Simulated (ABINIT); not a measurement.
# A GW chain in ABINIT: GaN (P6_3mc)

Wanted: ground state, empty states, screening and self-energy for GaN (P6_3mc).

Program: ABINIT 10.8.3. Level of theory: PBE and many-body steps on it, plane waves. Values are calculated unless marked as measured.

The database entry behind the starting cell has ideal inner coordinates that were not refined, so it need not match the best structure at room temperature.

### Step 1. Set-up

Symmetry: P6_3mc, No. 186, hexagonal system. The conventional cell has a = 3.190 Å, b = 3.190 Å, c = 5.189 Å, α = 90.00°, β = 90.00°, γ = 120.00°. Ga has 4 N at 1.95 Å nearest. Nearest to N lie 4 Ga at 1.95 Å. Farther neighbours, and contacts between anions beyond the nearest, are not listed.

As a file:

```cif
data_structure
_symmetry_space_group_name_H-M 'P6_3mc'
_symmetry_Int_Tables_number 186
_cell_length_a 3.1900
_cell_length_b 3.1900
_cell_length_c 5.1890
_cell_angle_alpha 90.000
_cell_angle_beta 90.000
_cell_angle_gamma 120.000
_cell_volume 45.73
loop_
_atom_site_label
_atom_site_type_symbol
_atom_site_symmetry_multiplicity
_atom_site_Wyckoff_symbol
_atom_site_fract_x
_atom_site_fract_y
_atom_site_fract_z
_atom_site_occupancy
Ga1 Ga 2 b 0.66667 0.33333 0.00000 1
N1 N 2 b 0.66667 0.33333 0.37500 1
```

The cell and positions come from the Crystallography Open Database and are kept as given unless a step says otherwise.

### Step 2. Ground state

This step: ABINIT 10.8.3; DFT, PBE with spin-orbit coupling, plane waves, norm-conserving pseudopotentials.

The ground-state density comes first.

The input, run.abi:

```
acell 3*1.0 Angstrom
rprim 
  3.190000000016 -0.000000000004 0.000000000000
  -1.595000000005 2.762621038088 0.000000000000
  0.000000000000 0.000000000000 5.189000000000
ntypat 2
znucl 31 7
natom 4
typat 1 1 2 2
xred 
  0.666666666667 0.333333333333 0.000000000000
  0.333333333333 0.666666666667 0.500000000000
  0.666666666667 0.333333333333 0.375000000000
  0.333333333333 0.666666666667 0.875000000000
pp_dirpath "pseudos"
pseudos "Ga.upf, N.upf"
ecut 45
nspinor 2
ngkpt 6 6 4
nshiftk 1
shiftk 0 0 0
kptopt 1
chksymbreak 0
nband 64
occopt 1
tolvrs 1e-10
nstep 60
prtwf 0
optforces 0
optstress 0
indata_prefix "in"
outdata_prefix "out"
tmpdata_prefix "tmp"
```

On the command line:

```console
> OMP_NUM_THREADS=1 mpirun -n 8 abinit run.abi > log
```

Log:

```text
.Version 10.8.3 of ABINIT. v10.8.2 released Aug 2026.

 Symmetries : space group P6_3 m c (#186); Bravais hP (primitive hexag.)
================================================================================
 Values of the parameters that define the memory need of the present run
     intxc =       0    ionmov =       0      iscf =       7    lmnmax =      14
     lnmax =      14     mgfft =      60  mpssoang =       5    mqgrid =    3001
     natom =       4  nloc_mem =       1    nspden =       1   nspinor =       2
    nsppol =       1      nsym =      12    n1xccc =    2501    ntypat =       2
    occopt =       1   xclevel =       2
-    mband =          64        mffmem =           1         mkmem =           3
       mpw =        4506          nfft =       96000          nkpt =          21
================================================================================
  Rough estimation (10% accuracy) of disk space for files :
================================================================================

--------------------------------------------------------------------------------
------------- Echo of variables that govern the present computation ------------
--------------------------------------------------------------------------------
 -outvars: echo values of preprocessed input variables --------
            acell      1.8897261259E+00  1.8897261259E+00  1.8897261259E+00 Bohr

      chksymbreak           0
             ecut      4.50000000E+01 Hartree
-          fftalg         312

              ixc     -101130
              kpt      0.00000000E+00  0.00000000E+00  0.00000000E+00
                       1.66666667E-01  0.00000000E+00  0.00000000E+00
                       3.33333333E-01  0.00000000E+00  0.00000000E+00
                       5.00000000E-01  0.00000000E+00  0.00000000E+00
                       1.66666667E-01  1.66666667E-01  0.00000000E+00
                       3.33333333E-01  1.66666667E-01  0.00000000E+00
                       3.33333333E-01  3.33333333E-01  0.00000000E+00
                       0.00000000E+00  0.00000000E+00  2.50000000E-01
                       1.66666667E-01  0.00000000E+00  2.50000000E-01
   [... 10 further rows ...]
                       3.33333333E-01  1.66666667E-01  5.00000000E-01
                       3.33333333E-01  3.33333333E-01  5.00000000E-01
         kptrlatt        6    0    0      0    6    0      0    0    4
          kptrlen      3.61693581E+01
P           mkmem           3
            natom           4
            nband          64
            ngfft          40      40      60
             nkpt          21
          nspinor           2
            nstep          60
             nsym          12
           ntypat           2
              occ      1.000000  1.000000  1.000000  1.000000  1.000000  1.000000
                       1.000000  1.000000  1.000000  1.000000  1.000000  1.000000
                       1.000000  1.000000  1.000000  1.000000  1.000000  1.000000
                       1.000000  1.000000  1.000000  1.000000  1.000000  1.000000
                       1.000000  1.000000  1.000000  1.000000  1.000000  1.000000
                       1.000000  1.000000  1.000000  1.000000  1.000000  1.000000
                       1.000000  1.000000  1.000000  1.000000  1.000000  1.000000
                       1.000000  1.000000  1.000000  1.000000  1.000000  1.000000
                       1.000000  1.000000  1.000000  1.000000  0.000000  0.000000
                       0.000000  0.000000  0.000000  0.000000  0.000000  0.000000
                       0.000000  0.000000  0.000000  0.000000
        optforces           0
        optstress           0
            prtwf           0
            rprim      3.1900000000E+00 -4.0000000000E-12  0.0000000000E+00
[...]
spgroup         186

           tolvrs      1.00000000E-10

             xred      6.6666666667E-01  3.3333333333E-01  0.0000000000E+00
[...]
znucl       31.00000    7.00000

================================================================================

 chkinp: Checking input parameters for consistency.

================================================================================
== DATASET  1 ==================================================================
-   mpi_nproc: 8, omp_nthreads: 1 (-1 if OMP is not activated)

--- !DatasetInfo
iteration_state: {dtset: 1, }
dimensions: {natom: 4, nkpt: 21, mband: 64, nsppol: 1, nspinor: 2, nspden: 1, mpw: 4506, }
cutoff_energies: {ecut:  45.0, pawecutdg:  -1.0, }
electrons: {nelect:   5.20000000E+01, charge:   0.00000000E+00, occopt:   1.00000000E+00, tsmear:   1.00000000E-02, }

 Real(R)+Recip(G) space primitive vectors, cartesian coordinates (Bohr,Bohr^-1):
 R(1)=  6.0282263  0.0000000  0.0000000  G(1)=  0.1658863  0.0957745  0.0000000
 R(2)= -3.0141132  5.2205972  0.0000000  G(2)=  0.0000000  0.1915490  0.0000000
 R(3)=  0.0000000  0.0000000  9.8057889  G(3)=  0.0000000  0.0000000  0.1019806
 Unit cell volume ucvol=  3.0859741E+02 bohr^3
 Angles (23,13,12)=  9.00000000E+01  9.00000000E+01  1.20000000E+02 degrees

 getcut: wavevector=  0.0000  0.0000  0.0000  ngfft=  40  40  60
         ecut(hartree)=     45.000   => boxcut(ratio)=   2.02627

--- Pseudopotential description ------------------------------------------------
- Ga Generated using ONCVPSP code by D. R. Hamann
- 31.00000  21.00000  180506                  znucl, zion, pspdat
12 -101130 2 -1 1926                          pspcod,pspxc,lmax,lloc,mmax
     nproj     2     3     2     0
     spin-orbit psp
        nprojso     4     3     0
  pspatm : epsatm=   21.86199699
         --- l  ekb(1:nproj) -->
[...]
1   -5.676217   -1.349810   -0.000026
[...]
spin-orbit 1    0.211857    0.072172   -0.001103   -0.000023
  spin-orbit 2    0.017944    0.011148   -0.000068
 pspatm: atomic psp has been read  and splines computed

- N Generated using ONCVPSP code by D. R. Hamann
-  7.00000   5.00000  180423                  znucl, zion, pspdat
12 -101130 1 -1 1058                          pspcod,pspxc,lmax,lloc,mmax
     nproj     2     2     0     0
     spin-orbit psp
        nprojso     2     0     0
  pspatm : epsatm=    5.21132191
         --- l  ekb(1:nproj) -->
[...]
spin-orbit 1    0.005231    0.001392
 pspatm: atomic psp has been read  and splines computed

   2.81562517E+03                                ecore*ucvol(ha*bohr**3)
--------------------------------------------------------------------------------

_setup2: Arith. and geom. avg. npw (full set) are    4450.160    4450.144

================================================================================

--- !BeginCycle
iteration_state: {dtset: 1, }
solver: {iscf: 7, nstep: 60, nline: 4, wfoptalg: 0, }
tolerances: {tolvrs: 1.00E-10, }

     iter   Etot(hartree)      deltaE(h)  residm     vres2
 ETOT  1  -514.69714132108    -5.147E+02 5.491E-01 2.476E+03
 ETOT  2  -516.64672567110    -1.950E+00 3.254E-02 3.712E+03
 ETOT  3  -517.35246172090    -7.057E-01 4.633E-02 8.073E+01
 ETOT  4  -517.35861426529    -6.153E-03 6.138E-02 5.110E+01
 ETOT  5  -517.36414079048    -5.527E-03 3.710E-03 9.918E+00
 ETOT  6  -517.36587599023    -1.735E-03 2.543E-03 4.327E-01
 ETOT  7  -517.36594811580    -7.213E-05 1.008E-03 1.043E-01
 ETOT  8  -517.36596685451    -1.874E-05 1.535E-03 9.766E-03
 ETOT  9  -517.36596865513    -1.801E-06 4.453E-04 1.611E-04
 ETOT 10  -517.36596869191    -3.678E-08 4.849E-04 1.459E-07
 ETOT 11  -517.36596869192    -1.455E-11 1.647E-04 2.341E-08
 ETOT 12  -517.36596869194    -1.637E-11 1.130E-04 2.182E-10
 ETOT 13  -517.36596869194     4.206E-12 1.930E-04 3.917E-12

 At SCF step   13       vres2   =  3.92E-12 < tolvrs=  1.00E-10 =>converged.

--- !ResultsGS
iteration_state: {dtset: 1, }
comment   : Summary of ground state results
lattice_vectors:
- [  6.0282263,  -0.0000000,   0.0000000, ]
- [ -3.0141132,   5.2205972,   0.0000000, ]
- [  0.0000000,   0.0000000,   9.8057889, ]
lattice_lengths: [   6.02823,    6.02823,    9.80579, ]
lattice_angles: [ 90.000,  90.000, 120.000, ] # degrees, (23, 13, 12)
lattice_volume:   3.0859741E+02
convergence: {deltae:  4.206E-12, res2:  3.917E-12, residm:  1.930E-04, diffor:  0.000E+00, }
etotal    :  -5.17365969E+02
entropy   :   0.00000000E+00
fermie    :   2.53868987E-01
cartesian_stress_tensor: null
pressure_GPa: null
xred      :
- [  6.6667E-01,   3.3333E-01,   0.0000E+00, Ga]
- [  3.3333E-01,   6.6667E-01,   5.0000E-01, Ga]
- [  6.6667E-01,   3.3333E-01,   3.7500E-01,  N]
- [  3.3333E-01,   6.6667E-01,   8.7500E-01,  N]
cartesian_forces: null
force_length_stats: {min: null, max: null, mean: null, }

 Integrated electronic density in atomic spheres:
 ------------------------------------------------
 Atom  Sphere_radius  Integrated_density
[...]
4        2.00000          5.25896021
================================================================================

 ----iterations are completed or convergence reached----

 Mean square residual over all n,k,spin=   36.700E-08; max=  19.297E-05
 reduced coordinates (array xred) for    4 atoms
       0.666667      0.333333      0.000000
       0.333333      0.666667      0.500000
       0.666667      0.333333      0.375000
       0.333333      0.666667      0.875000
 rms dE/dt=  0.0000E+00; max dE/dt=  0.0000E+00; dE/dt below (all hartree)
    1       0.000000      0.000000      0.000000
    2       0.000000      0.000000      0.000000
    3       0.000000      0.000000      0.000000
    4       0.000000      0.000000      0.000000

 cartesian coordinates (angstrom) at end:
    1      1.595000     0.920874     0.000000
    2      2e-12     1.841747     2.594500
    3      1.595000     0.920874     1.945875
    4      2e-12     1.841747     4.540375
 length scales=  1.889726  1.889726  1.889726 bohr
              =  1.000000  1.000000  1.000000 angstroms
 prteigrs : about to open file out_EIG
 Fermi (or HOMO) energy (hartree) =   0.25387   Average Vxc (hartree)=  -0.43116
 Eigenvalues (hartree) for nkpt=  21  k points:
 kpt#   1, nband= 64, wtk=  0.00694, kpt=  0.0000  0.0000  0.0000 (reduced coord)
  -4.97410   -4.97410   -4.97410   -4.97410   -3.25169   -3.25169   -3.25163   -3.25163
  -3.11855   -3.11855   -3.11845   -3.11845   -3.11844   -3.11844   -3.11843   -3.11843
  -0.33259   -0.33259   -0.30092   -0.30092   -0.25121   -0.25121   -0.25098   -0.25098
  -0.24959   -0.24959   -0.23733   -0.23733   -0.23710   -0.23710   -0.23313   -0.23313
  -0.23114   -0.23114   -0.23049   -0.23049   -0.22621   -0.22621   -0.18266   -0.18266
  -0.00593   -0.00593    0.21500    0.21500    0.21596    0.21596    0.25136    0.25136
   0.25365    0.25365    0.25387    0.25387    0.32427    0.32427    0.41067    0.41067
   0.59124    0.59124    0.61388    0.61388    0.62187    0.62187    0.65149    0.65149
 prteigrs : prtvol=0 or 1, do not print more k-points.

--- !EnergyTerms
iteration_state     : {dtset: 1, }
comment             : Components of total free energy in Hartree
kinetic             :  2.553808E+02
hartree             :  2.008566E+02
xc                  : -5.793199E+01
Ewald energy        : -2.705135E+02
psp_core            :  9.123943E+00
local_psp           : -5.336125E+02
non_local_psp       : -1.206693E+02
total_energy        : -5.173660E+02
total_energy_eV     : -1.407825E+04
band_energy         : -6.196569E+01

== END DATASET(S) ==============================================================
================================================================================

 -outvars: echo values of variables after computation  --------
           etotal     -5.1736596869E+02
            nband          64
             nkpt          21
          spgroup         186
 [... the other variables as echoed above ...]

 Calculation completed.
```

Wall time 4.5 min (8 MPI ranks of AMD EPYC (Zen 3), shared host); peak memory 0.91 GiB.

Read from the output:

```
total energy               : -14078.2452 eV
gap                        : 1.916 eV
k of the valence top       : 0, 0, 0
k of the conduction bottom : 0, 0, 0
least direct gap           : 1.916 eV
```

The gap is direct, at Γ.

(Continued in part 2 of 3.)

[Long decimals in the printed logs are rounded to 6 places.]

[Logs are printed without paths, hosts, clocks, repeated set-up lines and the standing remarks that a program may print on its own settings, such as how far it seeks lower states.]

[Paths, hosts, dates, memory and timing lines, banners, echoed tables and standing remarks are left out of the program output; an Ansatz launch command may be rebuilt from the run's recorded settings. Measured values are a selection of at most five: reports struck by readers or far from the other reports are left out. None is set beside runs whose start may be inverted or whose files or cutoffs have a known fault.]

[Runs of the session that timed out or met a known fault of the program may be left out.]

[Hosts, paths, dates, database ids (printed as entryN), source tags and the programs' standing remarks are cut or masked in the printed files.]

[G0W0 gaps are taken among the corrected bands and points alone; a level outside them can change the order at an edge.]

[Where Ansatz stands beside ABINIT at settings called matched, ABINIT's density can come from a denser mesh and the files from another edition; pairs whose starting gaps differed by over 0.03 eV were left out, so agreement reads better than it is.]
